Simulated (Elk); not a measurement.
# CmIr2 with and without a Hubbard term

Wanted: spin and orbital moments of CmIr2 under several sizes and forms of the Hubbard term.

Calculated with Elk 11.2.3 (patched build); PBE; all-electron APW+lo, Dirac cores, scalar-relativistic bands with second-variational spin-orbit coupling.

Report form: the programs' logs are mostly left out.

## Step 1: The starting structure

The structure is cubic, space group Fd-3m (No. 227). Conventional cell: a = 7.561 Å, b = 7.561 Å, c = 7.561 Å, α = 90.00°, β = 90.00°, γ = 90.00°. Nearest to Cm lie 12 Ir at 3.13 Å and 4 Cm at 3.27 Å. Ir has 6 Ir at 2.67 Å and 6 Cm at 3.13 Å nearest. Farther neighbours are not listed.

The settings of this session are not all sound (see the inputs), so it shows what such settings give, not the properties of the crystal.

## Step 2: No U

The run without a Hubbard term is the reference.

The last three numbers of an atom's line are a seed field in its sphere. It points against the wanted moment and shrinks by the factor reducebf each loop.

Contents of elk.in:

```
tasks
  0
  15

xctype
  20

rgkmax
  7.0

nempty
  14

swidth
  0.001

reducebf
  0.7

epsengy
  1e-05

maxscl
  150

lmaxi
  3

spinorb
  .true.

cmagz
  .true.

spinpol
  .true.

sppath
  './'

avec
  0.00000000000 7.14410961415 7.14410961415
  7.14410961415 0.00000000000 7.14410961415
  7.14410961415 7.14410961415 0.00000000000

atoms
  2
  'Cm.in'
  2
  0.0000000000 0.0000000000 0.0000000000   0.000000 0.000000 -0.750000
  0.2500000000 0.2500000000 0.2500000000   0.000000 0.000000 -0.750000
  'Ir.in'
  4
  0.6250000000 0.6250000000 0.6250000000   0.000000 0.000000 0.000000
  0.1250000000 0.6250000000 0.6250000000   0.000000 0.000000 0.000000
  0.6250000000 0.6250000000 0.1250000000   0.000000 0.000000 0.000000
  0.6250000000 0.1250000000 0.6250000000   0.000000 0.000000 0.000000

ngridk
  4 4 4
```

The run is started by

```console
$ OMP_NUM_THREADS=16 elk
```

Run time: 11 min. Hardware: 16 threads of Arm Neoverse N1, shared host; peak memory 5.9 GiB.

Spin moment in the muffin-tin sphere by atom:

```tsv
atom	spin moment in the muffin-tin sphere (μB)
Cm1	6.48
Cm2	6.48
Ir3	-0.05
Ir4	-0.05
Ir5	-0.05
Ir6	-0.05
```

This step gave:

```yaml
density_of_states_at_the_fermi_level: 5.905 states/eV/cell
moment_between_the_spheres: 0.2754 μB
magnetization: 13.03 μB
final_state: ferromagnetic
```

After 27 cycles the largest moment stands at 6.48 μB.

Orbital moment <L> in the sphere by atom:

```tsv
atom	x (μB)	y (μB)	z (μB)	size
Cm1	0.000	0.000	0.223	0.223
Cm2	0.000	0.000	0.223	0.223
Ir3	-0.001	-0.001	-0.013	0.013
Ir4	0.001	-0.001	-0.013	0.013
Ir5	0.001	0.001	-0.013	0.013
Ir6	-0.001	0.001	-0.013	0.013
```

## Step 3: U = 4.00 eV, J = 0.50 eV on Cm f (fully localised)

Fully localised double counting pushes orbitals towards full or empty, which suits localised shells.

elk.in: that of step 2 with these lines changed.

```diff
@@ -37,2 +37,5 @@
 
+tmwrite
+  .true.
+
 sppath
@@ -60 +63,5 @@
   4 4 4
+
+dft+u
+  1 1
+  1 3 0.146997 0.018375
```

The run is started by

```console
$ OMP_NUM_THREADS=16 elk
```

Elapsed: 16 min, on 16 threads; peak memory 5.8 GiB.

Spin moment in the muffin-tin sphere by atom:

```tsv
atom	spin moment in the muffin-tin sphere (μB)
Cm1	6.35
Cm2	6.35
Ir3	-0.12
Ir4	-0.12
Ir5	-0.12
Ir6	-0.12
```

Numbers from this step:

```yaml
density_of_states_at_the_fermi_level: 5.530 states/eV/cell
moment_between_the_spheres: 0.2725 μB
magnetization: 12.50 μB
final_state: ferromagnetic
```

The largest spin moment is -0.13 μB from that of the first run.

Orbital moment <L> in the sphere by atom:

```tsv
atom	x (μB)	y (μB)	z (μB)	size
Cm1	0.000	0.000	0.310	0.310
Cm2	0.000	0.000	0.310	0.310
Ir3	-0.006	-0.006	-0.029	0.030
Ir4	0.006	-0.006	-0.029	0.030
Ir5	0.006	0.006	-0.029	0.030
Ir6	-0.006	0.006	-0.029	0.030
```

FDU.OUT:

```text

   1   3 : species, l
  0.1469970000     : F^(0)
  0.2190218280     : F^(2)
  0.1463390288     : F^(4)
  0.1082670863     : F^(6)
  0.1469970000     : U
  0.1837500000E-01 : J
```

In eV, for the first corrected species: U = 4.00, J = 0.50.

Tensor moments of the density matrix of the first corrected atom (TENSMOM.OUT, the program's normalisation), largest first:

```tsv
k	p	r	magnitude	energy (Ha)
0	0	0	7.057	-0.00186
0	1	1	6.095	-0.171
1	1	0	2.445	-0.0376
1	1	2	1.479	-0.0138
2	1	3	0.4820	-0.00135
2	1	1	0.2046	-2.4e-4
1	0	1	0.1667	-1.7e-4
3	1	4	0.1357	-8.5e-5
2	0	2	0.09361	2.6e-7
3	0	3	0.03555	-5.8e-6
```

Here k is the rank of the orbital part, p = 1 marks spin, 000 is the shell's charge, 011 its spin, 101 its orbital moment and 110 the spin–orbit term.

## Step 4: U = 2.00 eV, J = 0.50 eV on Cm f (around mean field)

Around-mean-field double counting counts from equal filling of a spin's orbitals, which suits more itinerant shells.

elk.in: that of step 3 with these lines changed.

```diff
@@ -65,3 +65,3 @@
 dft+u
-  1 1
-  1 3 0.146997 0.018375
+  2 1
+  1 3 0.073499 0.018375
```

The run is started by

```console
$ OMP_NUM_THREADS=16 elk
```

Elapsed: 24 min, on 16 threads; peak memory 5.7 GiB; 6.9 h of CPU time.

Numbers from this step:

| Item | Value |
| --- | --- |
| density of states at the Fermi level | 6.887 states/eV/cell |
| moment between the spheres | -0.1426 μB |
| magnetization | -6.323 μB |
| final state | ferromagnetic |
| largest moment | 3.155 μB |

The seeded moments ended reversed as a whole, which leaves the pattern as it was.

The largest spin moment is -3.32 μB from that of the first run.

## Step 5: U = 4.00 eV, J = 0.50 eV on Cm f (around mean field)

The same form with other values shows how far the result hangs on them.

elk.in: that of step 4 with these lines changed.

```diff
@@ -66,2 +66,2 @@
   2 1
-  1 3 0.073499 0.018375
+  1 3 0.146997 0.018375
```

The run is started by

```console
$ OMP_NUM_THREADS=16 elk
```

It took 29 min on 16 threads; peak memory 5.7 GiB; 8 h of CPU time.

Read from the output:

```
density of states at the Fermi level : 8.191 states/eV/cell
moment between the spheres           : -0.04251 μB
magnetization                        : -1.346 μB
final state                          : ferromagnetic
largest moment                       : 0.6841 μB
```

The seeded moments ended reversed as a whole, which leaves the pattern as it was.

The largest spin moment is -5.79 μB from that of the first run.

## Step 6: U = 4.00 eV on Cm f, Slater integrals from a Yukawa potential (fully localised)

Here the screening length of a Yukawa potential is fitted to the U, and J and the other Slater integrals follow from it.

elk.in: that of step 5 with these lines changed.

```diff
@@ -65,3 +65,3 @@
 dft+u
-  2 1
-  1 3 0.146997 0.018375
+  1 5
+  1 3 0.146997
```

The run is started by

```console
$ OMP_NUM_THREADS=16 elk
```

Wall time 17 min (16 threads); peak memory 5.8 GiB; 4.5 h of CPU time.

Read from the output:

- density of states at the Fermi level: 5.569 states/eV/cell
- moment between the spheres: 0.2670 μB
- magnetization: 12.27 μB
- final state: ferromagnetic
- largest moment: 6.227 μB

The largest spin moment is -0.25 μB from that of the first run.

FDU.OUT:

```text

   1   3 : species, l
  0.1469970000     : F^(0)
  0.2630060296     : F^(2)
  0.2119172921     : F^(4)
  0.1661472774     : F^(6)
  0.1469970000     : U
  0.2456572117E-01 : J
   1.634130101     : screening length λ
```

In eV, for the first corrected species: U = 4.00, J = 0.67.

## Step 7: An attempt with other settings

An input with a fault is tried, to see how the program answers.

elk.in: that of step 2 with these lines changed.

```diff
@@ -2,3 +2,2 @@
   0
-  15
 
@@ -23,3 +22,3 @@
 maxscl
-  150
+  75
 
@@ -36,2 +35,8 @@
   .true.
+
+mixtype
+  0
+
+beta0
+  0.002
 
@@ -60 +65,5 @@
   4 4 4
+
+dft+u
+  1 5
+  1 3 0.146997
```

The run is started by

```console
$ OMP_NUM_THREADS=16 elk
```

The job ended after 5 min (16 threads; peak memory 5.6 GiB).

The run was cut off at its time limit.

The fault put into the input: linear mixing far too weak.

Each cycle moves so little that the limit comes first; a larger step or a mixer with history is the cure.

## Step 8: Side by side

```tsv
Hubbard term	state	largest spin moment (μB)	its orbital moment (μB)	CPU time
none	ferromagnetic	6.479	0.223	3.5 h
U = 4.00 eV, J = 0.50 eV on Cm f (fully localised)	ferromagnetic	6.345	0.310	4.8 h
U = 2.00 eV, J = 0.50 eV on Cm f (around mean field)	ferromagnetic	3.155	1.715	6.9 h
U = 4.00 eV, J = 0.50 eV on Cm f (around mean field)	ferromagnetic	0.684	2.965	8 h
U = 4.00 eV on Cm f, Slater integrals from a Yukawa potential (fully localised)	ferromagnetic	6.227	0.365	4.5 h
```

## Step 9: Results

| Property | Result |
| --- | --- |
| range of the spin moment | 0.684 to 6.48 μB |
| range of the orbital moment | 0.22 to 3.0 μB |

What this shows: Over the forms that converged the largest spin moment runs from 0.684 to 6.48 μB. At U = 4.00 eV, J = 0.50 eV on Cm f, around-mean-field double counting gives a moment 5.7 μB smaller, since it penalises spin polarisation. Against no U, U = 4.00 eV, J = 0.50 eV on Cm f in the fully localised form lowers the moment by 0.13 μB. It enlarges the orbital moment by a factor of 1.4. Total energies under different Hubbard terms can't be compared. Open f shells have many stationary orbital fillings, so the state need not be the lowest.

[Logs and program files are shortened in this print: banners, set-up blocks, solver, clock and traceback lines can be left out without a mark of their own.]

[Logs are printed without paths, hosts, clocks, repeated set-up lines and the standing remarks that a program may print on its own settings, such as how far it seeks lower states.]

[Hosts, paths, dates, database ids (printed as entryN), source tags and the programs' standing remarks are cut or masked in the printed files.]

[Where a cell is said to come from a database of computed structures, the database is the Materials Project.]
